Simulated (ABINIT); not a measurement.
# Quasiparticle gap of MgO (Fm-3m) in ABINIT

Wanted: ground state, empty states, screening and self-energy for MgO (Fm-3m).

Calculated with ABINIT 10.8.3; PBE and many-body steps on it, plane waves.

**Experimental background.**

- Gap 7.83 eV: literature experimental gap; bulk crystal (quoted in “Electronic structure of alkaline earth and post-transition metal oxides”, 2009, arxiv:0908.1581).

- Gap 7.83 eV: direct gap at Gamma, low temperature; bulk crystal (literature value) (quoted in “The Band-Gap Studies of Short-Period CdO/MgO Superlattices”, 2021, pmc:8035356).

## Step 1: The structure

It takes space group Fm-3m (No. 225, cubic). The conventional cell has a = 4.194 Å, b = 4.194 Å, c = 4.194 Å, α = 90.00°, β = 90.00°, γ = 90.00°. Nearest to Mg lie 6 O at 2.10 Å. Nearest to O lie 6 Mg at 2.10 Å. Farther neighbours and most contacts between anions are not listed.

The cell and positions are those that the Materials Project relaxed with its own functionals (PBE, PBE+U or r2SCAN), kept fixed.

## Step 2: Ground state

This step: ABINIT 10.8.3; DFT, PBE, plane waves, norm-conserving pseudopotentials.

The ground-state density comes first.

File run.abi:

```
acell 3*1.0 Angstrom
rprim 
  -0.000000000000 2.097001392700 2.097001392700
  2.097001392700 -0.000000000000 2.097001392700
  2.097001392700 2.097001392700 -0.000000000000
ntypat 2
znucl 12 8
natom 2
typat 1 2
xred 
  0.000000000000 0.000000000000 0.000000000000
  0.500000000000 0.500000000000 0.500000000000
pp_dirpath "pseudos"
pseudos "Mg.upf, O.upf"
ecut 38
ngkpt 8 8 8
nshiftk 1
shiftk 0 0 0
kptopt 1
chksymbreak 0
nband 13
occopt 1
tolvrs 1e-10
nstep 60
prtwf 0
optforces 0
optstress 0
indata_prefix "in"
outdata_prefix "out"
tmpdata_prefix "tmp"
```

The run is started by

```console
$ OMP_NUM_THREADS=1 mpirun -n 8 abinit run.abi > log
```

Numbers of over 12 decimals in the logs are rounded to 6 here.

The program printed:

```text
.Version 10.8.3 of ABINIT. v10.8.2 released Aug 2026.

 Symmetries : space group Fm -3 m (#225); Bravais cF (face-center cubic)
================================================================================
 Values of the parameters that define the memory need of the present run
     intxc =       0    ionmov =       0      iscf =       7    lmnmax =       5
     lnmax =       5     mgfft =      32  mpssoang =       3    mqgrid =    3001
     natom =       2  nloc_mem =       1    nspden =       1   nspinor =       1
    nsppol =       1      nsym =      48    n1xccc =    2501    ntypat =       2
    occopt =       1   xclevel =       2
-    mband =          13        mffmem =           1         mkmem =           4
       mpw =        1410          nfft =       32768          nkpt =          29
================================================================================
  Rough estimation (10% accuracy) of disk space for files :
================================================================================

--------------------------------------------------------------------------------
------------- Echo of variables that govern the present computation ------------
--------------------------------------------------------------------------------
 -outvars: echo values of preprocessed input variables --------
            acell      1.8897261259E+00  1.8897261259E+00  1.8897261259E+00 Bohr

      chksymbreak           0
             ecut      3.80000000E+01 Hartree
-          fftalg         312

              ixc     -101130
              kpt      0.00000000E+00  0.00000000E+00  0.00000000E+00
                       1.25000000E-01  0.00000000E+00  0.00000000E+00
                       2.50000000E-01  0.00000000E+00  0.00000000E+00
                       3.75000000E-01  0.00000000E+00  0.00000000E+00
                       5.00000000E-01  0.00000000E+00  0.00000000E+00
                       1.25000000E-01  1.25000000E-01  0.00000000E+00
                       2.50000000E-01  1.25000000E-01  0.00000000E+00
                       3.75000000E-01  1.25000000E-01  0.00000000E+00
                       5.00000000E-01  1.25000000E-01  0.00000000E+00
   [... 18 further rows ...]
                      -3.75000000E-01  5.00000000E-01  1.25000000E-01
                      -2.50000000E-01  5.00000000E-01  2.50000000E-01
         kptrlatt        8    0    0      0    8    0      0    0    8
          kptrlen      4.48334925E+01
P           mkmem           4
            natom           2
            nband          13
            ngfft          32      32      32
             nkpt          29
            nstep          60
             nsym          48
           ntypat           2
              occ      2.000000  2.000000  2.000000  2.000000  2.000000  2.000000
                       2.000000  2.000000  0.000000  0.000000  0.000000  0.000000
                       0.000000
        optforces           0
        optstress           0
            prtwf           0
            rprim     -0.0000000000E+00  2.0970013927E+00  2.0970013927E+00
[...]
spgroup         225

           tolvrs      1.00000000E-10

             xred      0.0000000000E+00  0.0000000000E+00  0.0000000000E+00
[...]
znucl       12.00000    8.00000

================================================================================

 chkinp: Checking input parameters for consistency.

================================================================================
== DATASET  1 ==================================================================
-   mpi_nproc: 8, omp_nthreads: 1 (-1 if OMP is not activated)

--- !DatasetInfo
iteration_state: {dtset: 1, }
dimensions: {natom: 2, nkpt: 29, mband: 13, nsppol: 1, nspinor: 1, nspden: 1, mpw: 1410, }
cutoff_energies: {ecut:  38.0, pawecutdg:  -1.0, }
electrons: {nelect:   1.60000000E+01, charge:   0.00000000E+00, occopt:   1.00000000E+00, tsmear:   1.00000000E-02, }

 Real(R)+Recip(G) space primitive vectors, cartesian coordinates (Bohr,Bohr^-1):
 R(1)=  0.0000000  3.9627583  3.9627583  G(1)= -0.1261747  0.1261747  0.1261747
 R(2)=  3.9627583  0.0000000  3.9627583  G(2)=  0.1261747 -0.1261747  0.1261747
 R(3)=  3.9627583  3.9627583  0.0000000  G(3)=  0.1261747  0.1261747 -0.1261747
 Unit cell volume ucvol=  1.2445798E+02 bohr^3
 Angles (23,13,12)=  6.00000000E+01  6.00000000E+01  6.00000000E+01 degrees

 getcut: wavevector=  0.0000  0.0000  0.0000  ngfft=  32  32  32
         ecut(hartree)=     38.000   => boxcut(ratio)=   2.05769

--- Pseudopotential description ------------------------------------------------
- Mg Generated using ONCVPSP code by D. R. Hamann
- 12.00000  10.00000  171031                  znucl, zion, pspdat
12 -101130 1 -1 1510                          pspcod,pspxc,lmax,lloc,mmax
     nproj     2     2     0
  pspatm : epsatm=    9.22893308
         --- l  ekb(1:nproj) -->
[...]
pspatm: atomic psp has been read  and splines computed

- O Generated using ONCVPSP code by D. R. Hamann
-  8.00000   6.00000  171031                  znucl, zion, pspdat
12 -101130 2 -1 936                           pspcod,pspxc,lmax,lloc,mmax
     nproj     2     2     1
  pspatm : epsatm=    6.19545534
         --- l  ekb(1:nproj) -->
[...]
1   -4.717130   -1.149271
             2   -1.331955
 pspatm: atomic psp has been read  and splines computed

   2.46790215E+02                                ecore*ucvol(ha*bohr**3)
--------------------------------------------------------------------------------

_setup2: Arith. and geom. avg. npw (full set) are    1393.920    1393.901

================================================================================

--- !BeginCycle
iteration_state: {dtset: 1, }
solver: {iscf: 7, nstep: 60, nline: 4, wfoptalg: 0, }
tolerances: {tolvrs: 1.00E-10, }

     iter   Etot(hartree)      deltaE(h)  residm     vres2
 ETOT  1  -75.935065408622    -7.594E+01 9.238E-02 3.759E+02
 ETOT  2  -75.948061304470    -1.300E-02 1.782E-03 3.414E+02
 ETOT  3  -76.049589092583    -1.015E-01 3.706E-03 3.355E+00
 ETOT  4  -76.050443848706    -8.548E-04 6.433E-04 6.727E-03
 ETOT  5  -76.050444348284    -4.996E-07 3.028E-04 2.929E-04
 ETOT  6  -76.050444431526    -8.324E-08 1.825E-04 1.734E-05
 ETOT  7  -76.050444434780    -3.254E-09 9.311E-05 2.500E-07
 ETOT  8  -76.050444434798    -1.778E-11 6.468E-05 1.722E-08
 ETOT  9  -76.050444434803    -5.485E-12 3.138E-05 4.688E-11

 At SCF step    9       vres2   =  4.69E-11 < tolvrs=  1.00E-10 =>converged.

--- !ResultsGS
iteration_state: {dtset: 1, }
comment   : Summary of ground state results
lattice_vectors:
- [ -0.0000000,   3.9627583,   3.9627583, ]
- [  3.9627583,  -0.0000000,   3.9627583, ]
- [  3.9627583,   3.9627583,  -0.0000000, ]
lattice_lengths: [   5.60419,    5.60419,    5.60419, ]
lattice_angles: [ 60.000,  60.000,  60.000, ] # degrees, (23, 13, 12)
lattice_volume:   1.2445798E+02
convergence: {deltae: -5.485E-12, res2:  4.688E-11, residm:  3.138E-05, diffor:  0.000E+00, }
etotal    :  -7.60504444E+01
entropy   :   0.00000000E+00
fermie    :   1.77897150E-01
cartesian_stress_tensor: null
pressure_GPa: null
xred      :
- [  0.0000E+00,   0.0000E+00,   0.0000E+00, Mg]
- [  5.0000E-01,   5.0000E-01,   5.0000E-01,  O]
cartesian_forces: null
force_length_stats: {min: null, max: null, mean: null, }

 Integrated electronic density in atomic spheres:
 ------------------------------------------------
 Atom  Sphere_radius  Integrated_density
    1        2.00000          8.40527242
    2        2.00000          6.31969377
================================================================================

 ----iterations are completed or convergence reached----

 Mean square residual over all n,k,spin=   88.198E-09; max=  31.375E-06
 reduced coordinates (array xred) for    2 atoms
       0.000000000000      0.000000000000      0.000000000000
       0.500000000000      0.500000000000      0.500000000000
 rms dE/dt=  0.0000E+00; max dE/dt=  0.0000E+00; dE/dt below (all hartree)
    1       0.000000000000      0.000000000000      0.000000000000
    2       0.000000000000      0.000000000000      0.000000000000

 cartesian coordinates (angstrom) at end:
    1      0.000000     0.000000     0.000000
    2      2.097001     2.097001     2.097001
 length scales=  1.889726125908  1.889726125908  1.889726125908 bohr
              =  1.000000000000  1.000000000000  1.000000000000 angstroms
 prteigrs : about to open file out_EIG
 Fermi (or HOMO) energy (hartree) =   0.17790   Average Vxc (hartree)=  -0.42142
 Eigenvalues (hartree) for nkpt=  29  k points:
 kpt#   1, nband= 13, wtk=  0.00195, kpt=  0.0000  0.0000  0.0000 (reduced coord)
  -2.47971   -1.25783   -1.25783   -1.25783   -0.45613    0.17790    0.17790    0.17790
   0.35778    0.76721    0.76721    0.76721    0.90692
 prteigrs : prtvol=0 or 1, do not print more k-points.

--- !EnergyTerms
iteration_state     : {dtset: 1, }
comment             : Components of total free energy in Hartree
kinetic             :  4.53474650730970E+01
hartree             :  2.06541409295772E+01
xc                  : -1.22547802114040E+01
Ewald energy        : -4.75873828125848E+01
psp_core            :  1.98291994737388E+00
local_psp           : -6.34768462250543E+01
non_local_psp       : -2.07159611358079E+01
total_energy        : -7.60504444348030E+01
total_energy_eV     : -2.06943801769394E+03
band_energy         : -1.27012741502449E+01

== END DATASET(S) ==============================================================
================================================================================

 -outvars: echo values of variables after computation  --------
           etotal     -7.6050444435E+01
            nband          13
             nkpt          29
          spgroup         225
 [... the other variables as echoed above ...]

 Calculation completed.
```

Run time: 4.7 s. Hardware: 8 MPI ranks of Arm Neoverse N1, shared host; peak memory 0.47 GiB.

This step gave:

```
total energy               : -2069.4380 eV
gap                        : 4.895 eV
k of the valence top       : 0, 0, 0
k of the conduction bottom : 0, 0, 0
least direct gap           : 4.895 eV
```

The gap is direct, at Γ.

(Continued in part 2 of 3.)

[Paths, hosts, dates, memory and timing lines, banners, echoed tables and standing remarks are left out of the program output.]

[Logs are printed without paths, hosts, clocks, repeated set-up lines and the standing remarks that a program may print on its own settings, such as how far it seeks lower states.]

[Runs of the session that timed out or met a known fault of the program may be left out.]

[No measured gap is set beside runs whose start may be inverted or whose files or cutoffs have a known fault.]

[Hosts, paths, dates, database ids (printed as entryN), source tags and the programs' standing remarks are cut or masked in the printed files.]

[G0W0 gaps are taken among the corrected bands and points alone; a level outside them can change the order at an edge.]

[Where Ansatz stands beside ABINIT at settings called matched, ABINIT's density can come from a denser mesh and the files from another edition; pairs whose starting gaps differed by over 0.03 eV were left out, so agreement reads better than it is.]
